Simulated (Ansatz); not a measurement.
# Lattice dynamics of LiY (built on the sites of a database entry of LiIn)

Wanted: phonon frequencies of LiY (built on the sites of a database entry of LiIn) and what follows from them.

Method: DFT PBEsol, scalar-relativistic, plane waves, PAW, in Ansatz 0.2.0.

The structure was built from a prototype and need not be the compound's stable phase.

### 1. Set-up

It takes space group Fd-3m (No. 227, cubic). The conventional cell has a = 7.944 Å, b = 7.944 Å, c = 7.944 Å, α = 90.00°, β = 90.00°, γ = 90.00°. Li has 4 Li at 3.44 Å and 4 Y at 3.44 Å nearest. Y has 4 Li at 3.44 Å and 4 Y at 3.44 Å nearest. Farther neighbours are not listed.

### 2. Relaxation

The cell and atoms are relaxed, since residual forces and stress would shift the frequencies.

File input.yaml:

```yaml
crystal:
  lattice:
    - [0.0, 3.97201, 3.97201]
    - [3.97201, 0.0, 3.97201]
    - [3.97201, 3.97201, 0.0]
  atoms:
    - { symbol: Li, position: [0.5, 0.5, 0.5] }
    - { symbol: Li, position: [0.75, 0.75, 0.75] }
    - { symbol: "Y", position: [0.0, 0.0, 0.0] }
    - { symbol: "Y", position: [0.25, 0.25, 0.25] }
kpoints:
  mp_grid: { grid: [10, 10, 10] }
hamiltonian:
  xc: pbesol
scf:
  occupations: { method: gaussian, width: 0.1 }
output:
  forces: true
  stress: true
  eigenvalues: true
relax:
  adjacent_minimum: "off"
  f_tol: 0.005
  max_steps: 80
  cell: { stress_tol: 0.05 }
```

Started as:

```console
ansatz run input.yaml --threads 4 --pin off --max-ram 14336MiB --backend cpu --events-out ev --progress --plain --runs-dir out
```

Numbers of over 12 decimals in the logs are rounded to 6 here.

Log:

```text
Engine: ansatz 0.2.0, aarch64-unknown-linux-gnu
Pseudopotentials: kind: paw
Pseudopotential: Li, paw, valence charge 3, recommended cutoff 420 eV (normal), Li.paw.azcp
Pseudopotential: Y, paw, valence charge 11, recommended cutoff 420 eV (normal), Y.paw.azcp
Functional definition: PBEsol
  exchange = pbesol_x
  correlation = pbesol_c
Crystal: 4 atoms, lattice volume = 125.332 Å³
Basis set: ecut = 420 eV, 2445 PW (Γ), exchange–correlation on 80×80×80 points (8 copies of the dense FFT grid, shifted against one another)
Bands: 18, of which v1, the nominal top of the filled ones, is band 14 counted from 1 (13 counted from 0)
Symmetry: 48 space group operations
Space group: Fd-3m (ITA 227), of the structure as read, at distance tolerance 5.0e-5 Å
k-points: 47 of 1000
Non-local potential: Li, projectors of the file, l = 0: 3, l = 1: 2, l = 2: 1
Non-local potential: Y, projectors of the file, l = 0: 3, l = 1: 2, l = 2: 2, l = 3: 1
PAW form: soft (Blöchl's): semilocal exchange-correlation on the pseudo side does not see the compensation charge
PAW frozen core: Y, regenerated for the run's functional, and the local potential with it (the file was generated under x = pbe(κ = 0.804, μ = 0.219515), c = pbe(β = 0.066725))
PAW one-centre angular grid: Li, 110 points (default); XC on 64 Gauss nodes
PAW one-centre angular grid: Y, 590 points (default); XC on 64 Gauss nodes
Initial density: superposition of atomic densities (neutral atoms: chi_scale 0, normalization atom), corrected by the library's trained network
Initial wavefunctions: pseudopotential atomic-orbital guess
Functional: x = pbesol(κ = 0.804, μ = 0.123457), c = pbesol(β = 0.046)
SCF iter   1: F=—  HF=-7994.595558 eV  |F-HF|=—  |Δ(HF+E_count)|=         —  Δρ=2.06e-3  dr2=2.66e-3  ethr=1.77e-3  ⟨swp⟩=4.6  Hψ=3505  notcnv=0
preconditioner: auto → Kerker (q_TF=auto, 2.125 Å⁻¹)  [metal: Δε(μ)=0.011 eV  Ē_g=1.770 eV  σ=0.100 eV  W_gap=0.06  n_scr=14 (ndim 8)  ℏωp=9.4 eV  f_vac=0.000  D(μ)=4.43/eV (n_scr^D=26)]
SCF iter   2: F=—  HF=-7994.595856 eV  |F-HF|=—  |Δ(HF+E_count)|=   2.98e-4  Δρ=1.15e-3  dr2=9.65e-4  ethr=9.51e-6  ⟨swp⟩=2.0  Hψ=1832  notcnv=0
SCF iter   3: F=—  HF=-7994.595846 eV  |F-HF|=—  |Δ(HF+E_count)|=   1.00e-5  Δρ=2.24e-4  dr2=8.18e-5  ethr=3.45e-6  ⟨swp⟩=2.3  Hψ=1071  notcnv=0
SCF iter   4: F=—  HF=-7994.595853 eV  |F-HF|=—  |Δ(HF+E_count)|=   7.50e-6  Δρ=4.22e-5  dr2=1.88e-6  ethr=2.92e-7  ⟨swp⟩=2.0  Hψ=1010  notcnv=0
SCF iter   5: F=—  HF=-7994.595854 eV  |F-HF|=—  |Δ(HF+E_count)|=   2.21e-7  Δρ=1.53e-5  dr2=2.86e-7  ethr=6.70e-9  ⟨swp⟩=2.3  Hψ=1465  notcnv=0
SCF iter   6: F=-7994.595854 eV  HF=-7994.595854 eV  |F-HF|=3.66e-10  |Δ(HF+E_count)|=   6.13e-8  Δρ=2.77e-6  dr2=1.15e-8  ethr=3.57e-10  ⟨swp⟩=4.5  Hψ=2807  notcnv=0
SCF 1 converged in 6 iterations: F = -7994.595854 eV  dr2 = 1.15e-8
  greatest PAW one-centre occupation: 0.999 electrons in one spin orbital (limit 2), on the Li atom at site 1 (counted from 0), in its partial waves of l = 0
relax step   1: F+E_penalty+E_count = -7994.59585368 eV  Δ(F+E_penalty+E_count) = +0.000e0 eV  max|allowed force component| = 2.945e-18 eV/Å  Δτ_max = 0.0000 Å  P = -3.580 GPa  Ω = 125.332 Å³  (6 SCF iters, dr2 threshold 1.00e-7 eV, accepted)
Crystal: 4 atoms, lattice volume = 107.881 Å³
Basis set: ecut = 420 eV, 2085 PW (Γ), exchange–correlation on 80×80×80 points (8 copies of the dense FFT grid, shifted against one another)
Initial density: handed on by an earlier stage of this run
Initial wavefunctions: those handed on with the density
iter 1 solved again at ethr=7.59e-5 eV; its pass at ethr=3.10e-3 eV (dr2=2.13e-2 eV) is discarded
SCF iter   1: F=—  HF=-7994.883518 eV  |F-HF|=—  |Δ(HF+E_count)|=         —  Δρ=3.15e-3  dr2=2.18e-2  ethr=7.59e-5  ⟨swp⟩=1.0  Hψ=5070  notcnv=0
preconditioner: auto → Kerker (q_TF=auto, 2.179 Å⁻¹)  [metal: Δε(μ)=0.010 eV  Ē_g=1.962 eV  σ=0.100 eV  W_gap=0.05  n_scr=14 (ndim 8)  ℏωp=10.1 eV  f_vac=0.000  D(μ)=3.71/eV (n_scr^D=26)]
SCF iter   2: F=—  HF=-7994.879849 eV  |F-HF|=—  |Δ(HF+E_count)|=   3.67e-3  Δρ=1.80e-3  dr2=7.66e-3  ethr=7.59e-5  ⟨swp⟩=1.3  Hψ=861  notcnv=0
SCF iter   3: F=—  HF=-7994.878421 eV  |F-HF|=—  |Δ(HF+E_count)|=   1.43e-3  Δρ=2.67e-4  dr2=1.28e-4  ethr=2.74e-5  ⟨swp⟩=2.0  Hψ=1039  notcnv=0
SCF iter   4: F=—  HF=-7994.878386 eV  |F-HF|=—  |Δ(HF+E_count)|=   3.47e-5  Δρ=5.68e-5  dr2=6.25e-6  ethr=4.56e-7  ⟨swp⟩=2.4  Hψ=1422  notcnv=0
SCF iter   5: F=—  HF=-7994.878385 eV  |F-HF|=—  |Δ(HF+E_count)|=   1.08e-6  Δρ=1.71e-5  dr2=4.23e-7  ethr=2.23e-8  ⟨swp⟩=2.0  Hψ=1039  notcnv=0
SCF iter   6: F=-7994.878385 eV  HF=-7994.878385 eV  |F-HF|=8.55e-11  |Δ(HF+E_count)|=   4.57e-8  Δρ=4.01e-6  dr2=1.90e-8  ethr=1.43e-9  ⟨swp⟩=4.8  Hψ=3263  notcnv=0
SCF 2 converged in 6 iterations: F = -7994.878385 eV  dr2 = 1.90e-8
relax step   2: F+E_penalty+E_count = -7994.87838486 eV  Δ(F+E_penalty+E_count) = -2.825e-1 eV  max|allowed force component| = 1.634e-17 eV/Å  Δτ_max = 0.0000 Å  P = -1.380 GPa  Ω = 107.881 Å³  energy of the carried Pulay correction = +2.784e-4 eV  (6 SCF iters, dr2 threshold 4.00e-7 eV, accepted)
Crystal: 4 atoms, lattice volume = 99.241 Å³
Basis set: ecut = 420 eV, 1917 PW (Γ), exchange–correlation on 80×80×80 points (8 copies of the dense FFT grid, shifted against one another)
iter 1 solved again at ethr=2.19e-5 eV; its pass at ethr=3.10e-3 eV (dr2=6.13e-3 eV) is discarded
SCF iter   1: F=—  HF=-7994.909724 eV  |F-HF|=—  |Δ(HF+E_count)|=         —  Δρ=2.03e-3  dr2=6.36e-3  ethr=2.19e-5  ⟨swp⟩=1.0  Hψ=5000  notcnv=0
preconditioner: auto → Kerker (q_TF=auto, 2.210 Å⁻¹)  [metal: Δε(μ)=0.049 eV  Ē_g=2.063 eV  σ=0.100 eV  W_gap=0.26  n_scr=14 (ndim 8)  ℏωp=10.5 eV  f_vac=0.000  D(μ)=3.11/eV (n_scr^D=14)]
SCF iter   2: F=—  HF=-7994.908584 eV  |F-HF|=—  |Δ(HF+E_count)|=   1.14e-3  Δρ=1.11e-3  dr2=2.04e-3  ethr=2.19e-5  ⟨swp⟩=1.7  Hψ=897  notcnv=0
SCF iter   3: F=—  HF=-7994.908228 eV  |F-HF|=—  |Δ(HF+E_count)|=   3.56e-4  Δρ=1.56e-4  dr2=3.38e-5  ethr=7.29e-6  ⟨swp⟩=2.0  Hψ=1039  notcnv=0
SCF iter   4: F=—  HF=-7994.908222 eV  |F-HF|=—  |Δ(HF+E_count)|=   5.52e-6  Δρ=2.73e-5  dr2=1.38e-6  ethr=1.21e-7  ⟨swp⟩=2.4  Hψ=1422  notcnv=0
SCF iter   5: F=-7994.908222 eV  HF=-7994.908222 eV  |F-HF|=1.65e-8  |Δ(HF+E_count)|=   1.90e-7  Δρ=6.98e-6  dr2=6.49e-8  ethr=1.43e-9  ⟨swp⟩=5.3  Hψ=3427  notcnv=0
SCF 3 converged in 5 iterations: F = -7994.908222 eV  dr2 = 6.49e-8
  greatest PAW one-centre occupation: 1.000 electrons in one spin orbital (limit 2), on the Li atom at site 1 (counted from 0), in its partial waves of l = 0
relax step   3: F+E_penalty+E_count = -7994.90822192 eV  Δ(F+E_penalty+E_count) = -2.984e-2 eV  max|allowed force component| = 2.833e-17 eV/Å  Δτ_max = 0.0000 Å  P = +0.386 GPa  Ω = 99.241 Å³  energy of the carried Pulay correction = +4.459e-4 eV  (5 SCF iters, dr2 threshold 4.00e-7 eV, accepted)
[...]
relax step   4: F+E_penalty+E_count = -7994.91012964 eV  Δ(F+E_penalty+E_count) = -1.908e-3 eV  max|allowed force component| = 1.749e-17 eV/Å  Δτ_max = 0.0000 Å  P = -0.028 GPa  Ω = 101.008 Å³  energy of the carried Pulay correction = +4.097e-4 eV  (4 SCF iters, dr2 threshold 3.72e-7 eV, accepted)
Basis set: ecut = 420 eV, 1989 PW (Γ), exchange–correlation on 72×72×72 points (8 copies of the dense FFT grid, shifted against one another)
Initial wavefunctions: pseudopotential atomic-orbital guess (no wavefunctions were taken with the density)
iter 1 solved again at ethr=4.02e-8 eV; its pass at ethr=3.10e-3 eV (dr2=1.13e-5 eV) is discarded
SCF iter   1: F=—  HF=-7994.909617 eV  |F-HF|=—  |Δ(HF+E_count)|=         —  Δρ=4.39e-5  dr2=3.30e-7  ethr=4.02e-8  ⟨swp⟩=4.0  Hψ=6313  notcnv=0
preconditioner: auto → Kerker (q_TF=auto, 2.203 Å⁻¹)  [metal: Δε(μ)=0.026 eV  Ē_g=2.016 eV  σ=0.100 eV  W_gap=0.15  n_scr=14 (ndim 8)  ℏωp=10.5 eV  f_vac=0.000  D(μ)=3.31/eV (n_scr^D=26)]
SCF iter   2: F=—  HF=-7994.909610 eV  |F-HF|=—  |Δ(HF+E_count)|=   7.30e-6  Δρ=2.42e-5  dr2=1.35e-7  ethr=1.18e-9  ⟨swp⟩=2.0  Hψ=1044  notcnv=0
SCF iter   3: F=—  HF=-7994.909610 eV  |F-HF|=—  |Δ(HF+E_count)|=   1.38e-7  Δρ=2.60e-6  dr2=7.74e-9  ethr=4.84e-10  ⟨swp⟩=2.0  Hψ=1344  notcnv=0
SCF iter   4: F=—  HF=-7994.909610 eV  |F-HF|=—  |Δ(HF+E_count)|=   2.64e-9  Δρ=4.68e-7  dr2=3.19e-10  ethr=2.76e-11  ⟨swp⟩=2.0  Hψ=1028  notcnv=0
SCF iter   5: F=-7994.909610 eV  HF=-7994.909610 eV  |F-HF|=6.37e-12  |Δ(HF+E_count)|=  1.46e-11  Δρ=9.75e-8  dr2=9.05e-12  ethr=1.00e-12  ⟨swp⟩=4.2  Hψ=2607  notcnv=0
SCF 5 converged in 5 iterations: F = -7994.909610 eV  dr2 = 9.05e-12
relax step   5: F+E_penalty+E_count = -7994.90961004 eV  Δ(F+E_penalty+E_count) = +5.196e-4 eV  max|allowed force component| = 2.443e-17 eV/Å  Δτ_max = 0.0000 Å  P = -0.028 GPa  Ω = 101.008 Å³  stress off target by 2.78e-2 GPa  SCF on the basis re-selected at this cell (its energy is not comparable with the rows above)  (5 SCF iters)
basis re-selected at this cell: Δ(F+E_penalty+E_count) = +5.196e-4 eV, ΔP = +0.001 GPa vs the last step (what re-selecting the basis moved, of the pressure what is left beyond the Pulay correction that the steps carried, after the strain that the cell walked since its last selection, with what the two solves' SCF thresholds leave and, on support functions, any second-order correction that the steps lacked; it is no measure of the basis error at this ecutwfc). The dense FFT grid was sized anew with the basis: this SCF ran on 36×36×36 points, the steps before it on 40×40×40, so part of this shift can come from that change (see relax.cell in the input reference). [rest of the remark cut]
SCF converged after 5 iterations
Free energy (F): -7994.909610 eV
Harris-Foulkes:  -7994.909610 eV  (|F-HF|=6.37e-12)
Internal energy: -7994.893063 eV  (E = F + TS)
E sigma→0 (E₀):  -7994.901337 eV
Entropy (-TS):   -0.016547 eV (-4.137 meV/atom)
Fermi energy:    6.425483 eV
--- Per-component energies (eV) ---
  E_band       = -457.018552
  E_kinetic    = 652.902590
  E_local      = -1666.358275  (includes V_loc(G=0)·N_el)
  E_nonlocal   = 38.279538
  E_hartree    = 536.122436
  E_xc         = -362.587240
  E_vxc        = -421.176913  (∫ρ·V_xc dr)
  E_paw        = -5586.344161  (= ΣΔE_a)
  E_vpaw       = -132.910416  (= ΣTr[D̂ρ^β])
  E_aug_tail   = 0.000033  (compensation charges beyond the density's cutoff)
  E_ewald      = -1607.205530
  E_core_change = 0.297546  (= ΣΔE_core)
  E_smearing   = -0.016547  (= −TS)
  E_closure    = -0.000000  (closes the sum)
  Σ components = -7994.909610   (vs F -7994.909610, Δ=0.00e0)
--- Forces (eV/Å), atoms counted from 1 ---
  atom   1  Li     0.00000000     0.00000000     0.00000000
  atom   2  Li    -0.00000000    -0.00000000    -0.00000000
  atom   3  Y      0.00000000     0.00000000     0.00000000
  atom   4  Y     -0.00000000    -0.00000000    -0.00000000
  max |Σ_I F_I| component: 8.67e-18 eV/Å
--- Stress (GPa, compression-positive) ---
       -0.027800      -0.000000      -0.000000
       -0.000000      -0.027800      -0.000000
       -0.000000      -0.000000      -0.027800
  P = ⅓ Tr σ = -0.0278 GPa (-0.278 kbar)
--- Band table (eV; the first three rows and the last of 47) ---
  k-point 0: bands = [... 10 lower, 2.1974, 6.3737, 6.3737, 6.4609, 6.4609, 6.4609, 7.4007, 7.4007]
  k-point 1: bands = [... 10 lower, 2.2901, 6.1365, 6.1365, 6.4474, 6.7600, 6.7600, 7.1813, 7.3912]
  k-point 2: bands = [... 10 lower, 2.5590, 5.9444, 5.9444, 6.2838, 6.8168, 7.0353, 7.0353, 7.4625]
  k-point 46: bands = [... 10 lower, 4.9278, 4.9278, 5.3398, 5.3398, 6.8568, 6.8568, 7.4515, 7.4515]
--- Relaxed structure (4 steps of the walk, 4 accepted, 1 SCFs on fresh bases) ---
  F+E_penalty+E_count = -7994.90961004 eV   max|allowed force component| = 2.443e-17 eV/Å   (the final SCF, on the basis selected at the relaxed cell)
  cell:  # Å, volume = 101.0077 Å³
    - [0, 3.696365, 3.696365]
    - [3.696365, 0, 3.696365]
    - [3.696365, 3.696365, 0]
  atoms:
    - { symbol: Li, position: [0.5, 0.5, 0.5] }
    - { symbol: Li, position: [0.75, 0.75, 0.75] }
    - { symbol: Y, position: [0, 0, 0] }
    - { symbol: Y, position: [0.25, 0.25, 0.25] }
```

Elapsed: 7.8 s, on 4 threads of Arm Neoverse V1, shared host; peak memory 0.48 GiB.

Step by step:

```csv
step,energy less that of the first step (eV),largest force component (eV/Å),pressure (GPa),volume (Å³)
1,0.0000,0.0000,-3.58,125.33
2,-0.2825,0.0000,-1.38,107.88
3,-0.3124,0.0000,0.39,99.24
4,-0.3143,0.0000,-0.03,101.01
5*,-0.3138,0.0000,-0.03,101.01
```

Relaxation steps marked * repeat the geometry before them on a plane-wave basis chosen anew for their cell, so energy and pressure can jump there.

Forces are held to the 48 operations that the run works with; a distortion that breaks them can't arise in this run.

```csv
"conventional cell, symmetrised",before,after,change
a (Å),7.944,7.393,-6.9 %
b (Å),7.944,7.393,-6.9 %
c (Å),7.944,7.393,-6.9 %
volume (Å³/atom),31.33,25.25,-19.4 %
```

Final coordinates:

```xyz
4
Lattice="0.0000 3.6964 3.6964 3.6964 0.0000 3.6964 3.6964 3.6964 0.0000" Properties=species:S:1:pos:R:3 pbc="T T T"
Li    3.6964    3.6964    3.6964
Li    5.5445    5.5445    5.5445
Y     0.0000    0.0000    0.0000
Y     1.8482    1.8482    1.8482
```

This step gave:

- pressure: -0.02780 GPa
- volume per atom: 25.25 Å³
- gap on the k-mesh: 0 eV

In this step the volume went from 31.33 to 25.25 Å³/atom.

### 3. Bringing the structure to rest

The relaxation is repeated from its end on the same settings, as a check that it has come to rest.

input.yaml, the sections that differ from step 2:

```yaml
crystal:
  lattice:
    - [0.0, 3.696364675, 3.696364675]
    - [3.696364675, 0.0, 3.696364675]
    - [3.696364675, 3.696364675, 0.0]
  atoms:
    - { symbol: Li, position: [0.5, 0.5, 0.5] }
    - { symbol: Li, position: [0.75, 0.75, 0.75] }
    - { symbol: "Y", position: [0.0, 0.0, 0.0] }
    - { symbol: "Y", position: [0.25, 0.25, 0.25] }
output:
  forces: true
  stress: true
  eigenvalues: true
  write_density: true
  write_potential: true
  elf: true
  volumetric_format: npy
# kpoints, hamiltonian, scf, relax: as in step 2
```

Log:

```text
[...]
Crystal: 4 atoms, lattice volume = 101.008 Å³
Basis set: ecut = 420 eV, 1989 PW (Γ), exchange–correlation on 72×72×72 points (8 copies of the dense FFT grid, shifted against one another)
Bands: 18, of which v1, the nominal top of the filled ones, is band 14 counted from 1 (13 counted from 0)
Symmetry: 48 space group operations
[...]
k-points: 47 of 1000
[...]
--- Relaxed structure (1 steps of the walk, 1 accepted, 1 SCFs on fresh bases) ---
[...]
cell:  # Å, volume = 101.0077 Å³
    - [0.0, 3.696364675, 3.696364675]
    - [3.696364675, 0.0, 3.696364675]
    - [3.696364675, 3.696364675, 0.0]
  atoms:
    - { symbol: Li, position: [0.5, 0.5, 0.5] }
    - { symbol: Li, position: [0.75, 0.75, 0.75] }
    - { symbol: Y, position: [0.0, 0.0, 0.0] }
    - { symbol: Y, position: [0.25, 0.25, 0.25] }
[key lines of the parts left out:]
SCF converged after 4 iterations
Free energy (F): -7994.909610 eV
Fermi energy:    6.425483 eV
P = ⅓ Tr σ = -0.0278 GPa (-0.278 kbar)
```

Wall time 3.1 s (4 threads); peak memory 0.44 GiB; 11 s of CPU time.

Little changed from the start: no atom moved by 0.005 Å and no cell edge by 0.1 %.

In this step the volume went from 25.25 to 25.25 Å³/atom.

### 4. Tight relaxation

Phonons need a cell at rest on their own settings, so the relaxation is repeated with tight tolerances on forces and stress, using the mesh and the filling of the phonon run that follows.

input.yaml, the sections that differ from step 3:

```yaml
kpoints:
  mp_grid: { grid: [12, 12, 12] }
scf:
  occupations: { method: methfessel_paxton, width: 0.2 }
output:
  forces: true
  stress: true
  eigenvalues: true
relax:
  adjacent_minimum: "off"
  f_tol: 0.001
  max_steps: 60
  cell: { stress_tol: 0.01 }
# crystal, hamiltonian: as in step 3
```

Log:

```text
[...]
Crystal: 4 atoms, lattice volume = 101.008 Å³
Basis set: ecut = 420 eV, 1989 PW (Γ), exchange–correlation on 72×72×72 points (8 copies of the dense FFT grid, shifted against one another)
Bands: 18, of which v1, the nominal top of the filled ones, is band 14 counted from 1 (13 counted from 0)
Symmetry: 48 space group operations
[...]
k-points: 72 of 1728
[...]
--- Relaxed structure (2 steps of the walk, 2 accepted, 1 SCFs on fresh bases) ---
[...]
cell:  # Å, volume = 100.8009 Å³
    - [0, 3.693840, 3.693840]
    - [3.693840, 0, 3.693840]
    - [3.693840, 3.693840, 0]
  atoms:
    - { symbol: Li, position: [0.500000, 0.500000, 0.500000] }
    - { symbol: Li, position: [0.750000, 0.750000, 0.750000] }
    - { symbol: Y, position: [0, 0, 0] }
    - { symbol: Y, position: [0.250000, 0.250000, 0.250000] }
[key lines of the parts left out:]
SCF converged after 5 iterations
Free energy (F): -7994.901054 eV
Fermi energy:    6.448230 eV
P = ⅓ Tr σ = -0.0047 GPa (-0.047 kbar)
```

Elapsed: 6.1 s, on 4 threads; peak memory 0.47 GiB; 22 s of CPU time.

Little changed from the start: no atom moved by 0.005 Å and no cell edge by 0.1 %.

This step gave:

* pressure: -0.004710 GPa
* volume per atom: 25.20 Å³

The forces vanish by symmetry and the pressure is -0.005 GPa, within the tolerances set. The cell now holds 25.20 Å³/atom.

(Part 1 of 2 ends here.)

[Logs are printed without paths, hosts, clocks, repeated set-up lines and the standing remarks that a program may print on its own settings, such as how far it seeks lower states.]

[Hosts, paths, dates, database ids (printed as entryN), source tags and the programs' standing remarks are cut or masked in the printed files.]
